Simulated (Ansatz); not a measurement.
# Bi2Te2Se (R-3m): a many-body input that goes wrong, and its mend

What is wrong with this input for Bi2Te2Se (R-3m)?

Main program and level: Ansatz 0.2.0; G0W0 on r2SCAN, plane waves, PAW.

### 1. The starting structure

It takes space group R-3m (No. 166, trigonal). Conventional cell: a = 4.293 Å, b = 4.293 Å, c = 29.995 Å, α = 90.00°, β = 90.00°, γ = 120.00°. Nearest to Bi lie 3 Te at 3.03 Å and 3 Se at 3.08 Å. Te has 3 Bi at 3.03 Å nearest. Nearest to Se lie 6 Bi at 3.08 Å. Farther neighbours, and contacts between anions beyond the nearest, are not listed.

 The runs that relaxed it are not among those shown. The default PAW set here is soft_2. Its files were made with PBE.

### 2. First try

Contents of input.yaml:

```yaml
crystal:
  lattice:
    - [2.1467, 1.239398, 9.998467]
    - [-2.1467, 1.239398, 9.998467]
    - [0.0, -2.478796, 9.998467]
  atoms:
    - { symbol: Bi, position: [0.6057406909, 0.6057406909, 0.6057406909] }
    - { symbol: Bi, position: [0.3942593091, 0.3942593091, 0.3942593091] }
    - { symbol: Te, position: [0.214151186, 0.214151186, 0.214151186] }
    - { symbol: Te, position: [0.785848814, 0.785848814, 0.785848814] }
    - { symbol: Se, position: [0.0, 0.0, 0.0] }
kpoints:
  mp_grid: { grid: [4, 4, 4] }
hamiltonian:
  xc: r2scan
scf:
  occupations: { method: fixed }
gw:
  n_empty_bands: 259
  ecut_chi: 10
  qp_bands: [v2, c2]
  qp_kpoints: band_edges
  screening: { model: contour_deformation }
```

Run with:

```sh
> ansatz run input.yaml --threads 3 --pin off --max-ram 92160MiB --backend cuda --events-out ev --progress --plain --runs-dir out --devices 1 --max-vram 13GiB
```

The program printed:

```text
GPUs: using 1 of 1 available (devices: 1).
Engine: ansatz 0.2.0, x86_64-unknown-linux-gnu
Pseudopotentials: kind: paw
Pseudopotential: Bi, paw, valence charge 15, recommended cutoff 500 eV (meta_gga), Bi.paw.azcp
Pseudopotential: Te, paw, valence charge 16, recommended cutoff 500 eV (meta_gga), Te.paw.azcp
Pseudopotential: Se, paw, valence charge 16, recommended cutoff 500 eV (meta_gga), Se.paw.azcp
Functional definition: r2SCAN
  parameter k0 = 0.174
  parameter k1 = 0.065
  parameter a1 = 4.9479
  exchange = r2scan_x(k0 = k0, k1 = k1, a1 = a1)
  correlation = r2scan_c
device memory: the entry about to start is reckoned to put 4.5 GiB on a device that reports 42.3 GiB free (of which the cap on the GPU budget leaves the run 13.0 GiB)
GPU FFT provider: cuFFT
GPU libraries: cuBLAS 13.8.2, cuFFT 12.4.0, cuSOLVER 12.3.4
Crystal: 5 atoms, lattice volume = 159.612 Å³
Basis set: ecut = 500 eV, 4069 PW (Γ), exchange–correlation on 320×320×320 points (64 copies of the dense FFT grid, shifted against one another)
Bands: 47, of which v1, the nominal top of the filled ones, is band 39 counted from 1 (38 counted from 0)
Symmetry: 12 space group operations
Space group: R-3m (ITA 166), of the structure as read, at distance tolerance 5.4e-5 Å
k-points: 13 of 64
Non-local potential: Bi, projectors of the file, l = 0: 2, l = 1: 2, l = 2: 2, l = 3: 2
Non-local potential: Te, projectors of the file, l = 0: 2, l = 1: 2, l = 2: 2, l = 3: 2
Non-local potential: Se, projectors of the file, l = 0: 2, l = 1: 2, l = 2: 3, l = 3: 1
PAW form: soft (Blöchl's): semilocal exchange-correlation on the pseudo side does not see the compensation charge
PAW frozen core: Bi, regenerated for the run's functional (the file was generated under x = pbe(κ = 0.804, μ = 0.219515), c = pbe(β = 0.066725))
PAW frozen core: Te, regenerated for the run's functional (the file was generated under x = pbe(κ = 0.804, μ = 0.219515), c = pbe(β = 0.066725))
PAW frozen core: Se, regenerated for the run's functional (the file was generated under x = pbe(κ = 0.804, μ = 0.219515), c = pbe(β = 0.066725))
PAW one-centre angular grid: Bi, 590 points (default); XC on 160 Gauss nodes
PAW one-centre angular grid: Te, 590 points (default); XC on 160 Gauss nodes
PAW one-centre angular grid: Se, 590 points (default); XC on 160 Gauss nodes
Initial density: superposition of atomic densities (neutral atoms: chi_scale 0, normalization atom), corrected by the library's trained network
Initial wavefunctions: pseudopotential atomic-orbital guess
GPU buffer pool allocated for 512000 grid points (all kernels)
GPU transforms: local potential: pruned to the plane-wave sphere, on 75×75×75; band sums: pruned to the plane-wave sphere, on 80×80×80
Functional: x = r2scan, c = r2scan; τ floored in thin density (d = 2e-4 eV/Å³)
SCF iter   1: F=—  HF=-44291.516438 eV  |F-HF|=—  |Δ(HF+E_count)|=         —  Δρ=3.78e-3  dr2=3.42e-2  dr2_τ=8.09e-3  ethr=1.77e-3  ⟨swp⟩=4.9  Hψ=2124  notcnv=0  defer=66
preconditioner: auto → Resta (q_TF=auto, 2.421 Å⁻¹)  ε∞=3.8  [insulator: Δε(μ)=0.334 eV  Ē_g=9.286 eV  n_scr=42 (ndim 8)  ℏωp=15.6 eV  f_vac=0.019  ε∞_Penn≈3.8]
SCF iter   2: F=—  HF=-44291.531133 eV  |F-HF|=—  |Δ(HF+E_count)|=   1.47e-2  Δρ=2.03e-3  dr2=9.05e-3  dr2_τ=2.54e-4  ethr=4.38e-5  ⟨swp⟩=2.8  Hψ=1270  notcnv=0  defer=75
SCF iter   3: F=—  HF=-44291.531585 eV  |F-HF|=—  |Δ(HF+E_count)|=   4.53e-4  Δρ=9.02e-4  dr2=2.30e-3  dr2_τ=5.67e-5  ethr=1.16e-5  ⟨swp⟩=3.0  Hψ=737  notcnv=0  defer=75
SCF iter   4: F=—  HF=-44291.531822 eV  |F-HF|=—  |Δ(HF+E_count)|=   2.37e-4  Δρ=3.08e-4  dr2=2.03e-4  dr2_τ=4.01e-6  ethr=2.94e-6  ⟨swp⟩=2.5  Hψ=830  notcnv=0  defer=75
SCF iter   5: F=—  HF=-44291.531871 eV  |F-HF|=—  |Δ(HF+E_count)|=   4.87e-5  Δρ=1.03e-4  dr2=2.03e-5  dr2_τ=3.32e-7  ethr=2.61e-7  ⟨swp⟩=2.0  Hψ=1095  notcnv=0  defer=60
[...]
NSCF: frozen V_eff on 1 k-points
SCF converged after 7 iterations
Free energy (F): -44291.531877 eV
Harris-Foulkes:  -44291.531877 eV  (|F-HF|=4.42e-8)
Internal energy: -44291.531877 eV  (E = F + TS)
E sigma→0 (E₀):  -44291.531877 eV
Fermi energy:    9.175164 eV
--- Per-component energies (eV) ---
  E_band       = -1162.219314
  E_kinetic    = 1080.515979
  E_local      = -8293.895184  (includes V_loc(G=0)·N_el)
  E_nonlocal   = -90.304399
  E_hartree    = 3955.680175
  E_xc         = -611.981859
  E_vxc        = -643.682961  (∫ρ·V_xc dr)
  E_paw        = -32674.178675  (= ΣΔE_a)
  E_vpaw       = -1166.447108  (= ΣTr[D̂ρ^β])
  E_aug_tail   = -0.000829  (compensation charges beyond the density's cutoff)
  E_vtau       = 40.238898  (kinetic-family band-sum trace: ∫τ·v_τ [+ j·A + Jᵃ·Aᵃ] dr)
  E_ewald      = -7657.923121
  E_core_change = 0.556035  (= ΣΔE_core)
  E_smearing   = -0.000000  (= −TS)
  E_closure    = 0.000000  (closes the sum)
  Σ components = -44291.531877   (vs F -44291.531877, Δ=0.00e0)
--- Band table (eV; the first three rows and the last of 13) ---
  k-point 0: bands = [... 35 lower, 7.5587, 8.1037, 8.1037, 9.1752, 9.5345, 10.1946, 10.1946, 11.3530, ... 4 higher]
  k-point 1: bands = [... 35 lower, 7.1790, 7.9182, 8.0435, 8.4971, 10.3195, 11.0823, 11.2785, 11.9115, ... 4 higher]
  k-point 2: bands = [... 35 lower, 6.2986, 6.8195, 7.9340, 8.5128, 10.0972, 10.7795, 12.2457, 12.3654, ... 4 higher]
  k-point 12: bands = [... 35 lower, 7.7672, 7.8321, 7.8321, 8.5623, 10.0849, 10.5476, 10.5476, 11.2174, ... 4 higher]
--- G₀W₀: contour deformation, 8 samples at zero and on the imaginary axis and 1 off it, 64 q-points, 259 empty bands' worth ---
  eigenvalues of the whole cell's RPA ε∞ on this k-mesh (on a slab, of 1 + 4πα/V) = 27.2567, 27.2567, 34.4000; static W/v taken at q = 0 is 0.039887
  bands read: the sum over 298 bands ends inside a degenerate multiplet in 1 slot, whose members it reads at an even weight; the widest, k=0: bands 298 to 299 (counted from 1) at 1/2 each
  gw.qp_kpoints: band_edges: 6 of 13 stored k-points solved, in 1 pass; an edge of the gap read off the rows below is read off those points alone
    valence top: of the k-points left out ik 12 came nearest to being solved in a further pass, in band 39 (counted from 1, as in the quasiparticle table): it holds the edge there only if its correction is more favourable than any solved in that band by at least 0.613 eV; those differ by 0.124 eV
    conduction bottom: of the k-points left out ik 12 came nearest to being solved in a further pass, in band 40 (counted from 1, as in the quasiparticle table): it holds the edge there only if its correction is more favourable than any solved in that band by at least 0.550 eV; those differ by 0.106 eV
    ik  band        ε_KS         Σx   Σc(E_QP)       V_xc       Z   E_QP_lin       E_QP  E_QP is
     0    38      8.1037   -15.8660     1.9240   -14.4376  0.7911     8.5963     8.5993  root
     0    39      9.1752   -15.0911     0.9306   -14.7701  0.8068     9.7840     9.7848  root
     0    40      9.5345    -9.8492    -2.2868   -12.6620  0.8152    10.0706    10.0605  root
     0    41     10.1946    -9.9448    -2.4573   -13.0641  0.8069    10.8845    10.8566  root
     2    38      7.9340   -16.1119     2.0338   -14.5578  0.7895     8.4108     8.4136  root
     2    39      8.5128   -15.4461     1.4154   -14.5662  0.8018     9.0467     9.0484  root
     2    40     10.0972    -9.5576    -2.5036   -12.6225  0.8134    10.6732    10.6585  root
     2    41     10.7795    -9.8374    -2.5780   -13.0811  0.8052    11.4716    11.4453  root
     4    38      8.0236   -15.4752     1.6429   -14.3258  0.7910     8.5137     8.5172  root
     4    39      8.1687   -15.7442     1.7579   -14.4924  0.7908     8.6713     8.6748  root
     4    40     10.9096    -9.9419    -2.6221   -13.1958  0.8034    11.5649    11.5414  root
     4    41     11.1794   -10.2522    -2.7197   -13.6839  0.7970    11.9071    11.8915  root
     6    38      7.4233   -15.9677     2.2960   -14.0955  0.7671     7.8418     7.8471  root
     6    39      8.0642   -15.6743     1.6849   -14.4754  0.7964     8.5482     8.5502  root
[...]
7    41     10.3477   -10.0292    -2.5037   -13.2102  0.8029    11.0489    11.0249  root
     8    38      8.0803   -16.1064     1.9799   -14.6275  0.7914     8.5782     8.5812  root
     8    39      8.8232   -15.6976     1.3597   -14.9304  0.8042     9.4139     9.4158  root
     8    40     10.0662    -9.8335    -2.4918   -12.9022  0.8124    10.6600    10.6431  root
     8    41     10.7671   -10.0765    -2.5948   -13.3679  0.8034    11.4945    11.4637  root
```

It took 91 s on 1 × NVIDIA H100 80GB HBM3 (shared by 6 runs) with 3 threads of AMD EPYC 7R13 (Zen 3), shared host; peak memory 2.9 GiB.

**What went wrong?**

The run ended normally, though the input holds a fault or crude settings.

The fault: screening cutoff of 10 eV. Nearly all local fields and short-range correlation are left out.

It printed a gap of 0.28 eV, which is an artefact of the settings.

### 3. A better input

Now the one-shot GW correction: screening in the RPA, then the self-energy of the levels asked for.

Edit input.yaml of step 2 so:

```diff
@@ -18,4 +18,4 @@
 gw:
-  n_empty_bands: 259
-  ecut_chi: 10
+  n_empty_bands: 441
+  ecut_chi: 114
   qp_bands: [v2, c2]
```

The program printed:

```text
GPUs: using 1 of 1 available (devices: 1).
[...]
GPU FFT provider: cuFFT
GPU libraries: cuBLAS 13.8.2, cuFFT 12.4.0, cuSOLVER 12.3.4
Crystal: 5 atoms, lattice volume = 159.612 Å³
Basis set: ecut = 500 eV, 4069 PW (Γ), exchange–correlation on 320×320×320 points (64 copies of the dense FFT grid, shifted against one another)
Bands: 47, of which v1, the nominal top of the filled ones, is band 39 counted from 1 (38 counted from 0)
[... 1 set-up line as in the run before ...]
[...]
k-points: 13 of 64
[...]
GPU buffer pool allocated for 512000 grid points (all kernels)
[...]
SCF iter   1: F=—  HF=-44291.516438 eV  |F-HF|=—  |Δ(HF+E_count)|=         —  Δρ=3.78e-3  dr2=3.42e-2  dr2_τ=8.09e-3  ethr=1.77e-3  ⟨swp⟩=4.9  Hψ=2124  notcnv=0  defer=66
[...]
0    38      8.1037   -15.8660     1.2108   -14.4376  0.7533     7.8855     7.8861  root
     0    39      9.1752   -15.0911     0.1352   -14.7701  0.7700     8.9895     8.9894  root
     0    40      9.5345    -9.8492    -2.9147   -12.6620  0.7874     9.4326     9.4326  root
     0    41     10.1946    -9.9448    -3.0989   -13.0641  0.7752    10.2150    10.2150  root
     2    38      7.9340   -16.1119     1.3598   -14.5578  0.7498     7.7393     7.7397  root
     2    39      8.5128   -15.4461     0.6839   -14.5662  0.7639     8.3168     8.3169  root
     2    40     10.0972    -9.5576    -3.1319   -12.6225  0.7849    10.0302    10.0302  root
     2    41     10.7795    -9.8374    -3.2262   -13.0811  0.7735    10.7971    10.7970  root
[...]
8    38      8.0803   -16.1064     1.2899   -14.6275  0.7519     7.8909     7.8913  root
     8    39      8.8232   -15.6976     0.5930   -14.9304  0.7659     8.6490     8.6491  root
     8    40     10.0662    -9.8335    -3.1248   -12.9022  0.7832    10.0102    10.0101  root
     8    41     10.7671   -10.0765    -3.2589   -13.3679  0.7709    10.7996    10.7996  root
[key lines of the parts left out:]
SCF converged after 7 iterations
Free energy (F): -44291.531877 eV
Fermi energy:    9.175164 eV
```

The job ended after 2.1 min (1 × NVIDIA H100 80GB HBM3 (shared by 6 runs) with 3 threads; peak memory 3.4 GiB).

Read from the output:

```yaml
bands_summed: 480
rpa_eps_infinity_on_this_mesh_eigenvalues: 24.79, 24.79, 32.37
plane_waves_in_the_screening_matrix: 449
q_points_in_the_mesh: 64
g0w0_gap_on_the_mesh: 0.4432 eV
k_of_the_valence_top: 0, 0, 0
k_of_the_conduction_bottom: 0, 0, 0
starting_gap_on_the_mesh: 0.3593 eV
z_at_the_valence_top: 0.7700
z_at_the_conduction_bottom: 0.7874
least_direct_g0w0_gap_on_the_computed_points: 0.4432 eV
```

The gap on the mesh goes from 0.36 eV to 0.44 eV, a correction of +0.08 eV. Between the two edge states, bare exchange in place of the xc potential would open the gap by 3.13 eV, and correlation takes back 3.05 eV.

### 4. Outcome

| Item | Value |
| --- | --- |
| first try | converged after 91 s |
| better run | G0W0 gap on the mesh 0.44 eV (4×4×4 mesh, 441 empty bands, screening to 114 eV) |

In words: The second run differs in: empty bands and screening cutoff (eV). Bands and cutoff are finite, so the gap stands short of the basis limit, usually by up to a few tenths of an eV; the mesh is an error of its own. With atoms this heavy and so narrow a gap, spin-orbit coupling can invert the bands. These scalar-relativistic gaps are then model values, not to be set against experiment, and a spin-orbit change taken from DFT can't simply be added. The RPA ε∞ on this mesh reaches over 25; with a narrow direct gap a coarse mesh can overstate it, and the correction is then too small.

[Long decimals in the printed logs are rounded to 6 places.]

[Logs are printed without paths, hosts, clocks, repeated set-up lines and the standing remarks that a program may print on its own settings, such as how far it seeks lower states.]

[Paths, hosts, dates, memory and timing lines, banners, echoed tables and standing remarks are left out of the program output; an Ansatz launch command may be rebuilt from the run's recorded settings. Measured values are a selection of at most five: reports struck by readers or far from the other reports are left out. None is set beside runs whose start may be inverted or whose files or cutoffs have a known fault.]

[Runs of the session that timed out or met a known fault of the program may be left out.]

[Cells called generated may have been cut or substituted from an entry of the Crystallography Open Database or the Materials Project.]

[Hosts, paths, dates, database ids (printed as entryN), source tags and the programs' standing remarks are cut or masked in the printed files.]

[Where the starting crystal was built by hand or by swapping elements, it need not be the compound's stable phase.]
